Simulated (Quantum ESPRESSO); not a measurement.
# Ta(110), 5 layers against a metal electrode: a series in the charge of the slab, part 2 of 4

What law, if any, do the results for Ta(110), 5 layers against a metal electrode follow against the charge of the slab?

Quantum ESPRESSO 7.5; plane-wave DFT, PBE, GBRV ultrasoft pseudopotentials.

So far. Step 2 (Variable-cell relaxation of the reference):  The last row is no step: it is a fresh SCF in the final cell with a new plane-wave basis, -0 meV from the row before.

## 3. Relaxing the ions of the reference

What the set-up leaves free in this member is relaxed.

System of this step: Ta(110), 5 layers. The cell holds 5 atoms: 5 Ta. Its edges and angles: a = 2.872 Å, b = 2.872 Å, c = 24.411 Å, α = 90.0°, β = 90.0°, γ = 70.5°. It derives from Ta. Vacuum lies along c.

ref.relax.in reads:

```
&control
  prefix = 'ref.relax'
  outdir = './out'
  pseudo_dir = './pseudo'
  nstep = 40
  forc_conv_thr = 0.001
  calculation = 'relax'
/
&system
  ibrav = 0
  nat = 5
  ntyp = 1
  ecutwfc = 40
  ecutrho = 200
  occupations = 'smearing'
  smearing = 'mv'
  degauss = 0.02
/
&electrons
  conv_thr = 1e-08
  mixing_beta = 0.4
  electron_maxstep = 120
  mixing_mode = 'local-TF'
/
&ions
/
ATOMIC_SPECIES
  Ta  180.9479  ta_pbe_v1.uspp.F.UPF
CELL_PARAMETERS angstrom
  2.34523627565453 -1.65833247400000 0.00000000000000
  2.34523627565453 1.65833247400000 0.00000000000000
  0.00000000000000 0.00000000000000 24.41114879446101
ATOMIC_POSITIONS crystal
  Ta  0.000000000000 0.000000000000 0.307855312718
  Ta  0.500000000000 0.500000000000 0.403927656359
  Ta  0.000000000000 0.000000000000 0.500000000000 0 0 0
  Ta  0.500000000000 0.500000000000 0.596072343641
  Ta  0.000000000000 0.000000000000 0.692144687282
K_POINTS automatic
  12 12 1 0 0 0
```

Started as:

```sh
OMP_NUM_THREADS=1 mpirun -n 4 pw.x -nk 4 -in ref.relax.in > ref.relax.out
```

The program printed:

```text
[banner, memory and clock lines left out]
Program PWSCF v.7.5 starts

          URL

     Message from routine setup:
     using ibrav=0 with symmetry is DISCOURAGED, use correct ibrav instead

     G-vector sticks info

     bravais-lattice index     =            0
     lattice parameter (alat)  =       5.4279  a.u.
     unit-cell volume          =    1281.3655 (a.u.)^3
     number of atoms/cell      =            5
     number of atomic types    =            1
     number of electrons       =        65.00
     number of Kohn-Sham states=           40
     kinetic-energy cutoff     =      40.0000  Ry
     charge density cutoff     =     200.0000  Ry
     scf convergence threshold =      1.0E-08
     mixing beta               =       0.4000
     number of iterations used =            8  local-TF  mixing
     energy convergence thresh.=      1.0E-04
     force convergence thresh. =      1.0E-03
     Exchange-correlation= SLA  PW   PBE  PBE
                           (   1   4   3   4   0   0   0)
     nstep                     =           40

     celldm(1)=   5.427891  celldm(2)=   0.000000  celldm(3)=   0.000000
     celldm(4)=   0.000000  celldm(5)=   0.000000  celldm(6)=   0.000000

     crystal axes: (cart. coord. in units of alat)
               a(1) = (   0.816497  -0.577350   0.000000 )
               a(2) = (   0.816497   0.577350   0.000000 )
               a(3) = (   0.000000   0.000000   8.498768 )

     reciprocal axes: (cart. coord. in units 2 pi/alat)
               b(1) = (  0.612372 -0.866025  0.000000 )
               b(2) = (  0.612372  0.866025 -0.000000 )
               b(3) = ( -0.000000  0.000000  0.117664 )

     PseudoPot. # 1 for Ta read from file:
     ./pseudo/ta_pbe_v1.uspp.F.UPF
     Pseudo is Ultrasoft + core correction, Zval = 13.0
     Generated by new atomic code, or converted to UPF format
     Using radial grid of  921 points,  7 beta functions with:
                l(1) =   0
                l(2) =   0
                l(3) =   1
                l(4) =   1
                l(5) =   2
                l(6) =   2
                l(7) =   3
     Q(r) pseudized with  6 coefficients,  rinner =    1.300   1.300   1.300
                                                       1.300   1.300   1.300
                                                       1.300

     atomic species   valence    mass     pseudopotential
     Ta               13.00   180.94790     Ta( 1.00)

      8 Sym. Ops., with inversion, found

   Cartesian axes

     site n.     atom                  positions (alat units)
         1        Ta     tau(   1) = (   0.0000000   0.0000000   2.6163909  )
         2        Ta     tau(   2) = (   0.8164966   0.0000000   3.4328875  )
         3        Ta     tau(   3) = (   0.0000000   0.0000000   4.2493841  )
         4        Ta     tau(   4) = (   0.8164966   0.0000000   5.0658807  )
         5        Ta     tau(   5) = (   0.0000000   0.0000000   5.8823773  )

     number of k points=    43  Marzari-Vanderbilt smearing, width (Ry)=  0.0200
                       cart. coord. in units 2pi/alat
        k(    1) = (   0.0000000   0.0000000   0.0000000), wk =   0.0138889
        k(    2) = (   0.0510310   0.0721688   0.0000000), wk =   0.0555556
        k(    3) = (   0.1020621   0.1443376   0.0000000), wk =   0.0555556
        k(    4) = (   0.1530931   0.2165064   0.0000000), wk =   0.0555556
        k(    5) = (   0.2041241   0.2886751   0.0000000), wk =   0.0555556
        k(    6) = (   0.2551552   0.3608439   0.0000000), wk =   0.0555556
        k(    7) = (  -0.3061862  -0.4330127   0.0000000), wk =   0.0277778
        k(    8) = (   0.1020621  -0.0000000   0.0000000), wk =   0.0277778
        k(    9) = (   0.1530931   0.0721688   0.0000000), wk =   0.0555556
        k(   10) = (   0.2041241   0.1443376   0.0000000), wk =   0.0555556
        k(   11) = (   0.2551552   0.2165064   0.0000000), wk =   0.0555556
        k(   12) = (   0.3061862   0.2886751   0.0000000), wk =   0.0555556
        k(   13) = (  -0.2551552  -0.5051815   0.0000000), wk =   0.0555556
        k(   14) = (  -0.2041241  -0.4330127   0.0000000), wk =   0.0555556
        k(   15) = (  -0.1530931  -0.3608439   0.0000000), wk =   0.0555556
        k(   16) = (  -0.1020621  -0.2886751   0.0000000), wk =   0.0555556
        k(   17) = (  -0.0510310  -0.2165064   0.0000000), wk =   0.0555556
        k(   18) = (  -0.0000000  -0.1443376   0.0000000), wk =   0.0277778
        k(   19) = (   0.2041241  -0.0000000   0.0000000), wk =   0.0277778
        k(   20) = (   0.2551552   0.0721688   0.0000000), wk =   0.0555556
        k(   21) = (   0.3061862   0.1443376   0.0000000), wk =   0.0555556
        k(   22) = (   0.3572173   0.2165064   0.0000000), wk =   0.0555556
        k(   23) = (  -0.2041241  -0.5773503   0.0000000), wk =   0.0555556
        k(   24) = (  -0.1530931  -0.5051815   0.0000000), wk =   0.0555556
        k(   25) = (  -0.1020621  -0.4330127   0.0000000), wk =   0.0555556
        k(   26) = (  -0.0510310  -0.3608439   0.0000000), wk =   0.0555556
        k(   27) = (   0.0000000  -0.2886751   0.0000000), wk =   0.0277778
        k(   28) = (   0.3061862   0.0000000   0.0000000), wk =   0.0277778
        k(   29) = (   0.3572173   0.0721688   0.0000000), wk =   0.0555556
        k(   30) = (   0.4082483   0.1443376   0.0000000), wk =   0.0555556
        k(   31) = (  -0.1530931  -0.6495191   0.0000000), wk =   0.0555556
        k(   32) = (  -0.1020621  -0.5773503   0.0000000), wk =   0.0555556
        k(   33) = (  -0.0510310  -0.5051815   0.0000000), wk =   0.0555556
        k(   34) = (   0.0000000  -0.4330127   0.0000000), wk =   0.0277778
        k(   35) = (   0.4082483  -0.0000000   0.0000000), wk =   0.0277778
        k(   36) = (   0.4592793   0.0721688   0.0000000), wk =   0.0555556
        k(   37) = (  -0.1020621  -0.7216878   0.0000000), wk =   0.0555556
        k(   38) = (  -0.0510310  -0.6495191   0.0000000), wk =   0.0555556
        k(   39) = (  -0.0000000  -0.5773503   0.0000000), wk =   0.0277778
        k(   40) = (   0.5103104   0.0000000   0.0000000), wk =   0.0277778
        k(   41) = (  -0.0510310  -0.7938566   0.0000000), wk =   0.0555556
        k(   42) = (   0.0000000  -0.7216878   0.0000000), wk =   0.0277778
        k(   43) = (  -0.6123724   0.0000000   0.0000000), wk =   0.0138889

     Dense  grid:    61183 G-vectors     FFT dimensions: (  25,  25, 216)

     Smooth grid:    43693 G-vectors     FFT dimensions: (  24,  24, 192)

     Initial potential from superposition of free atoms

     starting charge      64.9944, renormalised to      65.0000

[...]
-27.4266 -27.2854 -27.1344 -27.0841 -27.0836 -26.9483 -26.9134 -26.7998
   -26.7902 -26.7712 -26.7156 -26.6978   0.2437   0.9218   2.0707   3.0823
     3.4607   4.9168   5.0309   5.3846   5.5712   5.6310   6.1414   6.1554
     6.4135   6.6836   6.6984   7.7173   8.1740   8.9661   9.4129   9.5724

          k =-0.0000-0.1443 0.0000 (  5503 PWs)   bands (ev):

   -61.0119 -61.0119 -60.6597 -60.6237 -60.5968 -27.8130 -27.7811 -27.4549
   -27.3027 -27.2167 -27.0509 -27.0211 -27.0211 -26.8889 -26.8462 -26.7155
   -26.7149 -26.7143 -26.7120 -26.6654  -0.4900   0.2495   1.4488   2.3954
     2.7434   4.9226   5.0831   5.6891   5.6993   5.8403   6.3621   6.5399
     6.6031   6.9198   7.2593   7.2661   7.8051   8.8278   9.6290   9.9614

          k = 0.2041-0.0000 0.0000 (  5527 PWs)   bands (ev):

   -60.9969 -60.9969 -60.6458 -60.6078 -60.5793 -27.7930 -27.7477 -27.3682
   -27.2849 -27.2809 -27.2189 -27.2115 -27.0129 -26.9906 -26.8858 -26.8858
   -26.8488 -26.8274 -26.7521 -26.7331   0.0588   0.8047   1.9646   2.8344
     3.1064   5.5887   5.9711   6.1773   6.1791   6.3114   6.4110   6.7787
     6.8409   6.9475   7.1662   7.6607   7.7001   7.8099   7.8895   8.3380

          k = 0.2552 0.0722 0.0000 (  5515 PWs)   bands (ev):

   -60.9843 -60.9842 -60.6316 -60.5958 -60.5693 -27.7532 -27.7219 -27.4574
   -27.4435 -27.3548 -27.2579 -27.2376 -27.1389 -27.0733 -27.0232 -26.9218
   -26.8894 -26.8575 -26.7748 -26.7359   0.7251   1.4251   2.5077   3.3722
     3.6121   5.0541   5.4065   5.6682   5.9648   6.3064   6.4049   6.6244
     6.6963   6.9378   7.0426   7.3790   7.8879   8.2548   8.4443   8.6734

          k = 0.3062 0.1443 0.0000 (  5490 PWs)   bands (ev):

   -60.9704 -60.9704 -60.6146 -60.5833 -60.5607 -27.7277 -27.7224 -27.6255
   -27.6247 -27.4465 -27.3451 -27.3026 -27.2086 -27.1616 -27.1196 -26.9376
   -26.8901 -26.8662 -26.7801 -26.7483   1.6214   2.1638   2.9980   3.8280
     4.2921   4.7666   4.8973   5.1764   5.5703   5.7871   5.8270   6.1054
     6.2571   6.6669   6.7429   7.9925   8.1887   8.8028   9.0958   9.5735

          k = 0.3572 0.2165 0.0000 (  5457 PWs)   bands (ev):

   -60.9592 -60.9592 -60.5985 -60.5736 -60.5566 -27.8197 -27.8185 -27.6952
   -27.6933 -27.4884 -27.4856 -27.3684 -27.2112 -27.2069 -27.1447 -26.9677
   -26.8869 -26.8818 -26.7797 -26.7663   2.5931   2.7682   3.1683   3.7068
     4.4535   4.9162   5.0553   5.2806   5.3999   5.4728   5.7194   5.7833
     5.8872   6.3873   6.4167   8.3737   8.5617   9.1322   9.1928   9.9813

          k =-0.2041-0.5774 0.0000 (  5466 PWs)   bands (ev):

   -60.9534 -60.9534 -60.5865 -60.5694 -60.5594 -27.8874 -27.8825 -27.7445
   -27.7220 -27.5642 -27.4439 -27.3679 -27.2493 -27.2447 -27.1269 -26.9969
   -26.9240 -26.8826 -26.7802 -26.7794   3.0143   3.0782   3.3964   3.5963
     4.2539   4.8402   5.0597   5.2155   5.4894   5.6631   5.7955   6.1341
     6.2789   6.4234   6.6321   8.1701   8.5787   8.9834   9.6526  10.1801

          k =-0.1531-0.5052 0.0000 (  5469 PWs)   bands (ev):

   -60.9549 -60.9549 -60.5808 -60.5717 -60.5694 -27.8683 -27.8587 -27.7500
   -27.7127 -27.5501 -27.3882 -27.3352 -27.2929 -27.2670 -27.1017 -27.0130
   -26.9602 -26.8913 -26.7860 -26.7821   3.0253   3.1046   3.4332   3.6813
     4.2929   4.8878   5.0309   5.1667   5.5303   5.7069   6.0880   6.2514
     6.4832   6.9246   6.9302   8.1163   8.2502   9.2518  10.0357  10.4192

          k =-0.1021-0.4330 0.0000 (  5479 PWs)   bands (ev):

   -60.9630 -60.9630 -60.5886 -60.5800 -60.5780 -27.7785 -27.7617 -27.7175
   -27.6832 -27.4591 -27.3350 -27.3293 -27.2939 -27.2275 -27.0769 -27.0015
   -26.9601 -26.9059 -26.7891 -26.7825   2.8170   2.8838   3.3152   3.8914
     4.4454   4.9336   5.0590   5.4137   5.5296   5.8506   6.0695   6.1739
     6.3105   6.6266   6.7954   7.8059   8.3664   9.5525   9.8476  10.2145

          k =-0.0510-0.3608 0.0000 (  5472 PWs)   bands (ev):

   -60.9757 -60.9757 -60.6085 -60.5920 -60.5825 -27.7156 -27.7015 -27.6347
   -27.6154 -27.3443 -27.3292 -27.2753 -27.2477 -27.0983 -27.0115 -26.9544
   -26.9319 -26.9072 -26.7845 -26.7813   1.9938   2.4102   3.2462   4.1502
     4.6088   4.9863   5.1479   5.3654   5.4729   5.6394   5.7634   5.9116
     5.9342   6.4320   6.6901   7.5582   8.4186   8.9584   9.2952   9.9045

          k = 0.0000-0.2887 0.0000 (  5484 PWs)   bands (ev):

   -60.9895 -60.9895 -60.6287 -60.6045 -60.5878 -27.7309 -27.7175 -27.5627
   -27.5091 -27.3095 -27.1957 -27.1956 -27.1856 -26.9730 -26.9230 -26.8991
   -26.8823 -26.8233 -26.7770 -26.7616   1.0428   1.6460   2.7432   3.8928
     4.2859   4.8562   4.9083   5.1070   5.3625   5.5201   5.8589   5.9944
     6.1813   6.5191   6.7577   7.9913   7.9944   8.6805   8.9924  10.0925

          k = 0.3062 0.0000 0.0000 (  5503 PWs)   bands (ev):

   -60.9729 -60.9729 -60.6201 -60.5844 -60.5580 -27.7271 -27.6939 -27.4566
   -27.4564 -27.3866 -27.3821 -27.3434 -27.1961 -27.0920 -27.0919 -27.0550
   -26.9455 -26.9304 -26.8454 -26.7298   1.1764   1.8857   2.9253   3.6432
     3.6830   4.6408   5.0900   5.4296   6.0697   6.1624   6.6095   6.6809
     6.7489   7.5584   7.6390   7.6558   8.0747   8.2286   8.3770   8.5190

          k = 0.3572 0.0722 0.0000 (  5475 PWs)   bands (ev):

   -60.9603 -60.9603 -60.6057 -60.5724 -60.5481 -27.7056 -27.6900 -27.6026
   -27.6024 -27.4558 -27.4267 -27.3259 -27.3209 -27.2224 -27.1709 -27.0622
   -26.9722 -26.9450 -26.8668 -26.7354   1.8237   2.4719   3.3363   3.8256
     3.8888   4.2432   4.7340   5.0163   5.5595   5.7598   6.3075   6.5029
     6.8288   7.6339   7.8224   7.8488   7.9200   8.5368   9.1835   9.4987

          k = 0.4082 0.1443 0.0000 (  5474 PWs)   bands (ev):

   -60.9496 -60.9496 -60.5919 -60.5630 -60.5425 -27.7873 -27.7854 -27.6493
   -27.6384 -27.5328 -27.5088 -27.4124 -27.3220 -27.2976 -27.1955 -27.0680
   -26.9818 -26.9755 -26.8508 -26.7575   2.6075   3.0877   3.5593   3.7740
     3.9993   4.3812   4.7325   4.7480   5.1257   5.3349   6.0174   6.3880
     6.6443   7.2542   7.6033   8.0361   8.2364   9.0032   9.0850   9.9197

          k =-0.1531-0.6495 0.0000 (  5449 PWs)   bands (ev):

   -60.9439 -60.9439 -60.5814 -60.5587 -60.5437 -27.8455 -27.8450 -27.6780
   -27.6742 -27.5620 -27.5255 -27.4389 -27.3403 -27.3300 -27.2026 -27.0971
   -27.0102 -26.9688 -26.8340 -26.7920   3.4124   3.5461   3.6059   3.7217
     4.1182   4.5085   4.8687   4.9034   5.1607   5.2103   5.8067   6.4000
     6.5919   6.7514   7.4325   7.9112   8.4607   8.9640   9.4177  10.1018

          k =-0.1021-0.5774 0.0000 (  5457 PWs)   bands (ev):

   -60.9447 -60.9447 -60.5762 -60.5607 -60.5524 -27.8223 -27.8186 -27.6925
   -27.6719 -27.5594 -27.5121 -27.4321 -27.3403 -27.3303 -27.2039 -27.1319
   -27.0244 -26.9680 -26.8262 -26.8247   3.6463   3.6715   3.8312   3.9892
     4.3887   4.6076   4.9207   5.0465   5.3835   5.5771   5.7042   6.1854
     6.6697   6.8078   6.9347   8.0002   8.2279   9.1175   9.8842  10.4338

          k =-0.0510-0.5052 0.0000 (  5464 PWs)   bands (ev):

   -60.9517 -60.9517 -60.5767 -60.5685 -60.5671 -27.7391 -27.7283 -27.6820
   -27.6551 -27.5296 -27.5093 -27.3796 -27.3009 -27.2782 -27.1938 -27.1251
   -27.0369 -26.9738 -26.8384 -26.8225   3.5239   3.5671   3.8676   4.3424
     4.7122   4.7801   5.0811   5.1089   5.4692   5.6425   5.8968   6.0066
     6.3819   6.8427   6.9167   7.4468   8.4848   9.4986   9.8982  10.3991

          k = 0.0000-0.4330 0.0000 (  5498 PWs)   bands (ev):

   -60.9630 -60.9630 -60.5891 -60.5800 -60.5775 -27.6956 -27.6932 -27.6429
   -27.6378 -27.4403 -27.4401 -27.3249 -27.2973 -27.1562 -27.1131 -27.0473
   -27.0331 -26.9673 -26.8277 -26.8137   2.8708   3.1351   3.7680   4.5452
     4.9201   4.9255   5.2559   5.2564   5.3731   5.6653   5.7180   5.7516
     6.1748   6.7920   6.9170   6.9446   8.4680   9.1754   9.6577   9.8436

          k = 0.4082-0.0000 0.0000 (  5467 PWs)   bands (ev):

   -60.9489 -60.9489 -60.5942 -60.5609 -60.5367 -27.7243 -27.7211 -27.6304
   -27.6100 -27.4863 -27.4814 -27.4338 -27.3970 -27.2519 -27.2100 -27.1912
   -27.0405 -26.9371 -26.9296 -26.7269   2.0900   2.7612   3.4620   3.5525
     3.6671   3.8357   4.3425   4
[key lines of the parts left out:]
total energy              =    -709.22436606 Ry
the Fermi energy is     6.5137 ev
convergence has been achieved in  10 iterations
```

Wall time 11 min (4 MPI ranks of Arm Neoverse V1, shared host); peak memory 0.81 GiB.

Step by step:

```tsv
step	energy less that of the first step (eV)	largest force (eV/Å)
1	0.0000	0.4966
2	-0.0158	0.4277
3	-0.0289	0.3481
4	-0.0413	0.2233
5	-0.0465	0.1453
6	-0.0474	0.1326
7	-0.0484	0.1226
8	-0.0496	0.1106
9	-0.0512	0.0927
10	-0.0531	0.0646
11	-0.0546	0.0214
12	-0.0548	0.0007
```

The atoms that moved most (Å):

```tsv
atom	dx	dy	dz	length
Ta1	0.000	0.000	0.103	0.103
Ta5	0.000	0.000	-0.103	0.103
```

The relaxed structure:

```xyz
5
Lattice="2.3452 -1.6583 0.0000 2.3452 1.6583 0.0000 0.0000 0.0000 24.4111" Properties=species:S:1:pos:R:3
Ta    0.0000    0.0000    7.6184
Ta    2.3452    0.0000    9.8609
Ta    0.0000    0.0000   12.2056
Ta    2.3452    0.0000   14.5503
Ta    0.0000    0.0000   16.7928
```

The relaxation lowers the energy by 11 meV an atom. On the free atoms the largest force ends at 0.001 eV/Å.

This step gave:

* free energy: -9649.4927 eV
* Fermi energy: 6.512 eV

(Part 2 of 4 ends here.)

[Logs are printed without paths, hosts, clocks, repeated set-up lines and the standing remarks that a program may print on its own settings, such as how far it seeks lower states.]

[Hosts, paths, dates, database ids (printed as entryN), source tags and the programs' standing remarks are cut or masked in the printed files.]

[Maps of the electrostatic potential energy from Ansatz leave out the sawtooth potential of an applied field or a dipole correction, so their vacuum need not be flat; planar profiles and work functions include it.]
